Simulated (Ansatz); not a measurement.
# Phonons of Y (P6_3/mmc, 2 atoms in the cell) against volume, part 2 of 2

Aim: how do the optical modes of Y (P6_3/mmc, 2 atoms in the cell) move with volume?

Ansatz 0.2.0; DFT LDA, scalar-relativistic, plane waves, PAW; PAW set soft_1.

So far. Step 4 (Tight relaxation): The forces vanish by symmetry and the pressure is 0.002 GPa, within the tolerances set. The cell now holds 29.91 Å³/atom.

## (5) Modes at rest

The force constants come from the linear response of the density to a displacement.

The modes at rest are the reference of the series.

input.yaml reads:

```yaml
crystal:
  lattice:
    - [3.5423334084, 0.0, 0.0]
    - [-1.7711667042, 3.0677507203, 0.0]
    - [0.0, 0.0, 5.5055929318]
  atoms:
    - { symbol: "Y", position: [0.3333333333, 0.6666666667, 0.25] }
    - { symbol: "Y", position: [0.6666666667, 0.3333333333, 0.75] }
kpoints:
  mp_grid: { grid: [15, 15, 8] }
hamiltonian:
  xc: lda
  pseudopotentials: { kind: paw, azcp: { folder: soft_1 }, xc_functional: pbe }
scf:
  occupations: { method: methfessel_paxton, width: 0.2 }
output:
  eigenvalues: true
phonons:
  method: dfpt
```

Run with:

```bash
> ansatz run input.yaml --threads 4 --pin off --max-ram 10240MiB --backend cpu --events-out ev --progress --plain --runs-dir out
```

Numbers of over 12 decimals in the logs are rounded to 6 here.

The program printed:

```text
zone centre: on kpoints.mp_grid the ground state, and the responses unless they are solved on pairs of k-points, stand on 320 of the mesh's 1800 k-points, reduced under 4 symmetry operations, with k and −k counted as one. Each operation leaves every solved displacement unchanged or reverses it
[...]
Crystal: 2 atoms, lattice volume = 59.829 Å³
Basis set: ecut = 420 eV, 1153 PW (Γ), exchange–correlation on 48×48×80 points (8 copies of the dense FFT grid, shifted against one another)
Bands: 15, of which v1, the nominal top of the filled ones, is band 11 counted from 1 (10 counted from 0)
Symmetry: 24 space group operations
k-points: 320 of 1800 (irreducible under 4 space group operations, time reversal used)
[...]
SCF iter   1: F=—  HF=-7491.202096 eV  |F-HF|=—  |Δ(HF+E_count)|=         —  Δρ=1.22e-2  dr2=1.39e-1  ethr=3.10e-3  ⟨swp⟩=4.4  Hψ=20442  notcnv=0
[...]
SCF iter   8: F=-7491.151551 eV  HF=-7491.151551 eV  |F-HF|=9.09e-13  |Δ(HF+E_count)|=  1.17e-10  S|Δr|=    0.00e0  Δρ=1.15e-7  dr2=6.39e-12  ethr=1.00e-12  ⟨swp⟩=5.0  Hψ=21847  notcnv=0
SCF 1 converged in 8 iterations: F = -7491.151551 eV  dr2 = 6.39e-12
[...]
DFPT response loops at Γ: preconditioner auto → Kerker (q_TF=auto, 2.309 Å⁻¹) (partly filled bands, converged f_vac=0.000); β = 1.00, the filter's whole step (`scf.mixing.beta` (0.50) is not read by the response loops under this deck's `scf.mixing.preconditioner`; to damp them name `kerker` or `kerker_dos`, under which they read `scf.mixing.beta`, and type it under 1.00, their step now; both keys bind the ground state too); Broyden in place of MSR1
SCF converged after 8 iterations
[...]
Free energy (F): -7491.151551 eV
[...]
Internal energy: -7491.150166 eV  (E = F + TS)
E sigma→0 (E₀):  -7491.151205 eV
Entropy (-TS):   -0.001384 eV (-0.692 meV/atom)
Fermi energy:    10.222055 eV
[...]
--- Band table (eV; the first three rows and the last of 320) ---
  k-point 0: bands = [... 7 lower, -11.7368, 5.4424, 8.2170, 11.5510, 11.9791, 11.9791, 12.4067, 12.6751]
  k-point 1: bands = [... 7 lower, -11.7711, 5.5579, 8.1734, 11.4005, 11.9060, 11.9060, 12.2952, 12.5699]
  k-point 2: bands = [... 7 lower, -11.8097, 5.8908, 7.9902, 11.1316, 11.8034, 11.8034, 11.9939, 12.3276]
  k-point 319: bands = [... 7 lower, -11.8921, 8.8303, 8.8303, 10.3874, 10.3874, 11.0077, 11.0077, 12.8567]
--- Phonons (Γ-DFPT): 2 representative perturbations + reference, on 320 of 1800 k-points (Σ response iterations 6) ---
  k mesh reduced under 4 symmetry operations, with k and −k counted as one. Each operation leaves every solved displacement unchanged or reverses it
  ASR residual: 2.919e-5 → 0.000e0 eV/Å²; symmetrization residual: 1.195e-13 eV/Å²
  ASR residual per site (eV/Å²): 2.92e-5 2.92e-5
  Γ frequencies (cm⁻¹): 0.00 0.00 0.00 89.04 89.04 153.05
  non-analytic LO–TO correction: not included (Born effective charges unavailable; polar crystals: no LO–TO splitting at Γ)
```

It took 14 s on 4 threads of Intel Xeon at 2.80GHz (Skylake/Cascade Lake), shared host; peak memory 1.1 GiB; 50 s of CPU time.

This step gave:

```
sum-rule residual before enforcement                    : 2.92e-5 eV/Å²
point group                                             : 6/mmm
highest optical mode at the zone centre (no LO-TO term) : 153.1 cm⁻¹
lowest optical zone-centre mode                         : 89.04 cm⁻¹
```

Patterns of degenerate modes are one choice out of their space. Modes at Γ:

| mode | frequency (cm⁻¹) | symmetry |
| --- | --- | --- |
| 1 | 0.0 | acoustic |
| 2 | 0.0 | acoustic |
| 3 | 0.0 | acoustic |
| 4 | 89.0 | E2g |
| 5 | 89.0 | E2g |
| 6 | 153.1 | B1g |

Displacements in mode 4 (89.0 cm⁻¹), the largest set to 1:
```
Y1   0.00 -1.00  0.00
Y2   0.00  1.00  0.00
```

Displacements in mode 6 (153.1 cm⁻¹), the largest set to 1:
```
Y1   0.00  0.00  1.00
Y2   0.00  0.00 -1.00
```

Before it was imposed, the acoustic sum rule was missed by 2.9e-5 eV/Å². Small misses are needed for a sound result but don't prove that mesh and cutoff are converged. The lowest optical mode is real, 89.0 cm⁻¹.

## (6) Relaxation of a member: 1.06 times the volume at rest

The cell is set to 1.06 times the volume at rest, and shape and atoms relax at that volume.

input.yaml, the sections that differ from step 5:

```yaml
crystal:
  lattice:
    - [3.6147377758, 0.0, 0.0]
    - [-1.8073688879, 3.1304547418, 0.0]
    - [0.0, 0.0, 5.6044788901]
  atoms:
    - { symbol: "Y", position: [0.3333333333, 0.6666666667, 0.25] }
    - { symbol: "Y", position: [0.6666666667, 0.3333333333, 0.75] }
output:
  forces: true
  stress: true
  eigenvalues: true
relax:
  adjacent_minimum: "off"
  f_tol: 0.001
  max_steps: 60
  cell: { stress_tol: 0.01, fix: [volume] }
# kpoints, hamiltonian, scf: as in step 5
# phonons: removed
```

The program printed:

```text
[...]
Crystal: 2 atoms, lattice volume = 63.419 Å³
Basis set: ecut = 420 eV, 1243 PW (Γ)
Bands: 15, of which v1, the nominal top of the filled ones, is band 11 counted from 1 (10 counted from 0)
Symmetry: 24 space group operations
[...]
k-points: 135 of 1800
[...]
k-point 134: bands = [... 7 lower, -12.7372, 9.0972, 9.0972, 9.1411, 9.1411, 9.9983, 9.9983, 12.3132]
--- Relaxed structure (3 steps of the walk, 3 accepted, 1 SCFs on fresh bases) ---
[...]
cell:  # Å, volume = 63.4190 Å³
    - [3.615756, 0, 0]
    - [-1.807878, 3.131336, 0]
    - [0, 0, 5.601324]
  atoms:
    - { symbol: Y, position: [0.333333, 0.666667, 0.250000] }
    - { symbol: Y, position: [0.666667, 0.333333, 0.750000] }
[key lines of the parts left out:]
SCF converged after 4 iterations
Free energy (F): -7491.123739 eV
Fermi energy:    9.522931 eV
P = ⅓ Tr σ = -2.3961 GPa (-23.961 kbar)
```

Run time: 5.1 s. Hardware: 4 threads; peak memory 0.5 GiB; 18 s of CPU time.

Little changed from the start: no atom moved by 0.005 Å and no cell edge by 0.1 %.

This step gave:

| Quantity | Value |
| --- | --- |
| pressure | -2.396 GPa |
| volume per atom | 31.71 Å³ |

The forces vanish by symmetry, at a pressure of -2.40 GPa.

## (7) Modes of this member: 1.06 times the volume at rest

The zone-centre modes follow for 1.06 times the volume at rest.

input.yaml, the sections that differ from step 6:

```yaml
crystal:
  lattice:
    - [3.6157556041, 0.0, 0.0]
    - [-1.807877802, 3.131336207, 0.0]
    - [0.0, 0.0, 5.6013240339]
  atoms:
    - { symbol: "Y", position: [0.3333333333, 0.6666666667, 0.25] }
    - { symbol: "Y", position: [0.6666666667, 0.3333333333, 0.75] }
output:
  eigenvalues: true
phonons:
  method: dfpt
# kpoints, hamiltonian, scf: as in step 6
# relax: removed
```

The program printed:

```text
[...]
Crystal: 2 atoms, lattice volume = 63.419 Å³
Basis set: ecut = 420 eV, 1243 PW (Γ), exchange–correlation on 50×50×80 points (8 copies of the dense FFT grid, shifted against one another)
Bands: 15, of which v1, the nominal top of the filled ones, is band 11 counted from 1 (10 counted from 0)
Symmetry: 24 space group operations
k-points: 320 of 1800 (irreducible under 4 space group operations, time reversal used)
[...]
SCF iter   1: F=—  HF=-7491.177291 eV  |F-HF|=—  |Δ(HF+E_count)|=         —  Δρ=1.21e-2  dr2=1.49e-1  ethr=3.10e-3  ⟨swp⟩=4.4  Hψ=20270  notcnv=0
[...]
SCF iter   8: F=-7491.123739 eV  HF=-7491.123739 eV  |F-HF|=2.73e-12  |Δ(HF+E_count)|=  1.16e-10  S|Δr|=    0.00e0  Δρ=1.32e-7  dr2=9.62e-12  ethr=1.00e-12  ⟨swp⟩=5.0  Hψ=22174  notcnv=0
SCF 1 converged in 8 iterations: F = -7491.123739 eV  dr2 = 9.62e-12
[...]
SCF converged after 8 iterations
[...]
Free energy (F): -7491.123739 eV
[...]
Internal energy: -7491.121662 eV  (E = F + TS)
E sigma→0 (E₀):  -7491.123220 eV
Entropy (-TS):   -0.002078 eV (-1.039 meV/atom)
Fermi energy:    9.522932 eV
[...]
--- Band table (eV; the first three rows and the last of 320) ---
  k-point 0: bands = [... 7 lower, -12.6210, 4.8250, 7.6209, 10.6733, 11.2325, 11.2325, 11.6591, 11.8838]
  k-point 1: bands = [... 7 lower, -12.6494, 4.9338, 7.5638, 10.5455, 11.1611, 11.1611, 11.5536, 11.7844]
  k-point 2: bands = [... 7 lower, -12.6865, 5.2486, 7.3446, 10.3348, 11.0617, 11.0617, 11.2674, 11.5554]
  k-point 319: bands = [... 7 lower, -12.7515, 8.1593, 8.1593, 9.6751, 9.6751, 10.2827, 10.2827, 12.0553]
[...]
ASR residual: 3.449e-5 → 0.000e0 eV/Å²; symmetrization residual: 1.517e-10 eV/Å²
  ASR residual per site (eV/Å²): 3.45e-5 3.45e-5
  Γ frequencies (cm⁻¹): 0.00 0.00 0.00 88.19 88.19 144.10
[...]
```

The job ended after 16 s (4 threads; peak memory 1.1 GiB; 57 s of CPU time).

Numbers from this step:

| Item | Value |
| --- | --- |
| sum-rule residual before enforcement | 3.45e-5 eV/Å² |
| highest optical mode at the zone centre (no LO-TO term) | 144.1 cm⁻¹ |
| lowest optical zone-centre mode | 88.19 cm⁻¹ |

Patterns of degenerate modes are one choice out of their space. Modes at Γ:

```
mode  frequency (cm⁻¹)  symmetry
   1               0.0  acoustic
   2               0.0  acoustic
   3               0.0  acoustic
   4              88.2       E2g
   5              88.2       E2g
   6             144.1       B1g
```

The lowest optical mode is real, 88.2 cm⁻¹, and the highest lies at 144.1 cm⁻¹.

Between step 5 and this run (volume ratio 1.06) the value for the highest optical mode at the zone centre (no LO-TO term) moves from 153 cm⁻¹ to 144 cm⁻¹ (-6 %).

## (8) A member of the series: 0.9 times the volume at rest

The cell is set to 0.9 times the volume at rest, and shape and atoms relax at that volume.

input.yaml, the sections that differ from step 7:

```yaml
crystal:
  lattice:
    - [3.4107143756, 0.0, 0.0]
    - [-1.7053571878, 2.9537652943, 0.0]
    - [0.0, 0.0, 5.3448407993]
  atoms:
    - { symbol: "Y", position: [0.3333333333, 0.6666666667, 0.25] }
    - { symbol: "Y", position: [0.6666666667, 0.3333333333, 0.75] }
output:
  forces: true
  stress: true
  eigenvalues: true
relax:
  adjacent_minimum: "off"
  f_tol: 0.001
  max_steps: 60
  cell: { stress_tol: 0.01, fix: [volume] }
# kpoints, hamiltonian, scf: as in step 7
# phonons: removed
```

The program printed:

```text
[...]
Crystal: 2 atoms, lattice volume = 53.846 Å³
Basis set: ecut = 420 eV, 1085 PW (Γ)
Bands: 15, of which v1, the nominal top of the filled ones, is band 11 counted from 1 (10 counted from 0)
Symmetry: 24 space group operations
[...]
k-points: 135 of 1800
[...]
k-point 134: bands = [... 7 lower, -10.2319, 11.0313, 11.0313, 11.1287, 11.1287, 12.3104, 12.3104, 14.6565]
--- Relaxed structure (3 steps of the walk, 3 accepted, 1 SCFs on fresh bases) ---
[...]
cell:  # Å, volume = 53.8463 Å³
    - [3.407763, 0.0, 0]
    - [-1.703881, 2.951209, 0]
    - [0, 0, 5.354103]
  atoms:
    - { symbol: Y, position: [0.333333, 0.666667, 0.25] }
    - { symbol: Y, position: [0.666667, 0.333333, 0.750000] }
[key lines of the parts left out:]
SCF converged after 5 iterations
Free energy (F): -7491.056363 eV
Fermi energy:    11.588786 eV
P = ⅓ Tr σ = 5.4625 GPa (54.625 kbar)
```

Wall time 4.4 s (4 threads); peak memory 0.48 GiB; 16 s of CPU time.

Relaxation path:

```csv
step,energy less that of the first step (eV),largest force component (eV/Å),pressure (GPa),volume (Å³)
1,0.0000,0.0000,5.47,53.85
2,0.0000,0.0000,5.47,53.85
3,0.0000,0.0000,5.46,53.85
4*,0.0000,0.0000,5.46,53.85
```

Relaxation steps marked * repeat the geometry before them on a plane-wave basis chosen anew for their cell, so energy and pressure can jump there.

Forces are held to the 24 operations that the run works with; a distortion that breaks them can't arise in this run.

```csv
"conventional cell, symmetrised",before,after,change
a (Å),3.411,3.408,-0.1 %
b (Å),3.411,3.408,-0.1 %
c (Å),5.345,5.354,+0.2 %
volume (Å³/atom),26.92,26.92,-0.0 %
```

Final coordinates:

```cif
data_structure
_symmetry_space_group_name_H-M 'P 1'
_symmetry_Int_Tables_number 1
_cell_length_a 3.4078
_cell_length_b 3.4078
_cell_length_c 5.3541
_cell_angle_alpha 90.000
_cell_angle_beta 90.000
_cell_angle_gamma 120.000
_cell_volume 53.85
loop_
_atom_site_label
_atom_site_type_symbol
_atom_site_fract_x
_atom_site_fract_y
_atom_site_fract_z
_atom_site_occupancy
Y1 Y 0.33333 0.66667 0.25000 1
Y2 Y 0.66667 0.33333 0.75000 1
```

Numbers from this step:

* pressure: 5.463 GPa
* volume per atom: 26.92 Å³

The forces vanish by symmetry, at a pressure of 5.46 GPa.

## (9) Modes of this member: 0.9 times the volume at rest

The zone-centre modes follow for 0.9 times the volume at rest.

input.yaml, the sections that differ from step 8:

```yaml
crystal:
  lattice:
    - [3.4077629671, 0.0, 0.0]
    - [-1.7038814835, 2.9512092995, 0.0]
    - [0.0, 0.0, 5.3541029692]
  atoms:
    - { symbol: "Y", position: [0.3333333333, 0.6666666667, 0.25] }
    - { symbol: "Y", position: [0.6666666667, 0.3333333333, 0.75] }
output:
  eigenvalues: true
phonons:
  method: dfpt
# kpoints, hamiltonian, scf: as in step 8
# relax: removed
```

The program printed:

```text
[...]
Crystal: 2 atoms, lattice volume = 53.846 Å³
Basis set: ecut = 420 eV, 1085 PW (Γ), exchange–correlation on 48×48×72 points (8 copies of the dense FFT grid, shifted against one another)
Bands: 15, of which v1, the nominal top of the filled ones, is band 11 counted from 1 (10 counted from 0)
Symmetry: 24 space group operations
k-points: 320 of 1800 (irreducible under 4 space group operations, time reversal used)
[...]
k-point 1: bands = [... 7 lower, -10.0914, 6.8148, 9.3592, 13.0749, 13.3514, 13.3514, 13.6738, 14.0813]
  k-point 2: bands = [... 7 lower, -10.1256, 7.1816, 9.2435, 12.6969, 13.2474, 13.2474, 13.3516, 13.8203]
  k-point 319: bands = [... 7 lower, -10.2544, 10.1271, 10.1271, 11.7775, 11.7775, 12.4333, 12.4333, 14.3970]
[...]
ASR residual: 7.034e-5 → 0.000e0 eV/Å²; symmetrization residual: 1.802e-10 eV/Å²
  ASR residual per site (eV/Å²): 7.03e-5 7.03e-5
  Γ frequencies (cm⁻¹): 0.00 0.00 0.00 84.17 84.17 162.72
[...]
[key lines of the parts left out:]
SCF converged after 8 iterations
Free energy (F): -7491.056364 eV
Fermi energy:    11.588786 eV
```

The job ended after 12 s (4 threads; peak memory 1 GiB).

Numbers from this step:

```yaml
sum_rule_residual_before_enforcement: 7.03e-5 eV/Å²
highest_optical_mode_at_the_zone_centre_no_lo_to_term: 162.7 cm⁻¹
lowest_optical_zone_centre_mode: 84.17 cm⁻¹
```

Patterns of degenerate modes are one choice out of their space. Modes at Γ:

```
mode  frequency (cm⁻¹)  symmetry
   1               0.0  acoustic
   2               0.0  acoustic
   3               0.0  acoustic
   4              84.2       E2g
   5              84.2       E2g
   6             162.7       B1g
```

Displacements in mode 4 (84.2 cm⁻¹), the largest set to 1:
```
Y1   0.00  1.00  0.00
Y2   0.00 -1.00  0.00
```

Displacements in mode 6 (162.7 cm⁻¹), the largest set to 1:
```
Y1   0.00  0.00 -1.00
Y2   0.00  0.00  1.00
```

The lowest optical mode is real, 84.2 cm⁻¹, and the highest lies at 162.7 cm⁻¹.

Between step 5 and this run (volume ratio 0.9) the value for the highest optical mode at the zone centre (no LO-TO term) moves from 153 cm⁻¹ to 163 cm⁻¹ (+6 %).

## (10) All members side by side

The members are set side by side, also those not shown above.

Each row is one cell with its response, relaxed at fixed volume as far as symmetry leaves anything free; energies are extrapolated to zero smearing, and E0 is that at rest; shape and atoms are relaxed in each cell where symmetry leaves them free; all runs use 15×15×8 k points and Methfessel-Paxton smearing of 0.2 eV. State of the crystal along the series:

```csv
volume ratio,V (Å³/atom),pressure (GPa),E - E0 (meV/atom),first cell vector (Å),third cell vector (Å)
0.9,26.92,5.463,47.5,3.408,5.354
0.92,27.52,4.185,29.52,3.436,5.384
0.94,28.12,3.01,16.13,3.463,5.414
0.96,28.72,1.927,6.959,3.49,5.444
0.98,29.32,0.9273,1.683,3.517,5.475
0.99,29.61,0.456,0.4089,3.53,5.49
1,29.91,0.001948,0,3.542,5.506
1.02,30.51,-0.857,1.647,3.567,5.537
1.04,31.11,-1.655,6.383,3.592,5.569
1.06,31.71,-2.396,13.99,3.616,5.601
```

Each mode is tracked from rest by its pattern, and modes that stay within 0.3 cm⁻¹ of each other stand once; shape and atoms are relaxed in each cell where symmetry leaves them free; all runs use 15×15×8 k points and Methfessel-Paxton smearing of 0.2 eV. Optical modes along the series:

```
V (Å³/atom)  mode 4 E2g (cm⁻¹)  mode 6 B1g (cm⁻¹)
      26.92              84.17              162.7
      27.52              85.84                161
      28.12              87.18              159.3
      28.72              88.14              157.5
      29.32              88.75              155.4
      29.61              88.94              154.3
      29.91              89.04              153.1
      30.51              88.99              150.3
      31.11               88.7              147.3
      31.71              88.19              144.1
```

From cubic fits (parabolas where under five rows exist) of ln ω and P against ln V through the rows within about 4 % of rest: γ = −d ln ω / d ln V and dω/dP = γ ω / B. Slopes at rest:

```csv
mode,fitted frequency at rest (cm⁻¹),Grüneisen parameter γ,dω/dP (cm⁻¹/GPa)
mode 4 E2g,89,-0.06,-0.13
mode 6 B1g,153,0.83,2.85
```

## (11) What came out

```json
{"members": "10", "highest optical mode at the zone centre (no LO-TO term), at rest": "153.1 cm⁻¹", "bulk modulus at rest": "44.5 GPa", "mode 4 E2g, γ": "-0.06", "mode 6 B1g, γ": "0.83"}
```

The series spans -2.4 to 5.5 GPa, and the slope at rest gives a bulk modulus of 45 GPa. Among the modes in the table of slopes γ runs from -0.06 (mode 4 E2g) to 0.83 (mode 6 B1g). A negative γ means that the mode softens under pressure. One k mesh and one cutoff serve the ground states and modes of all volumes. These are harmonic frequencies at zero temperature: anharmonic shifts, linewidths and thermal expansion are left out. With no gap, or one that is small against the smearing, the frequencies hang on the k mesh and the smearing, most of all near Kohn anomalies. The PAW files were made for PBE; the program adapts parts of them to the functional of the run, but their partial waves stay those of PBE, an approximation that was not tested in this session. Only the zone centre was solved, so an instability at another wavevector cannot show here.

[Logs are printed without paths, hosts, clocks, repeated set-up lines and the standing remarks that a program may print on its own settings, such as how far it seeks lower states.]

[Hosts, paths, dates, database ids (printed as entryN), source tags and the programs' standing remarks are cut or masked in the printed files.]
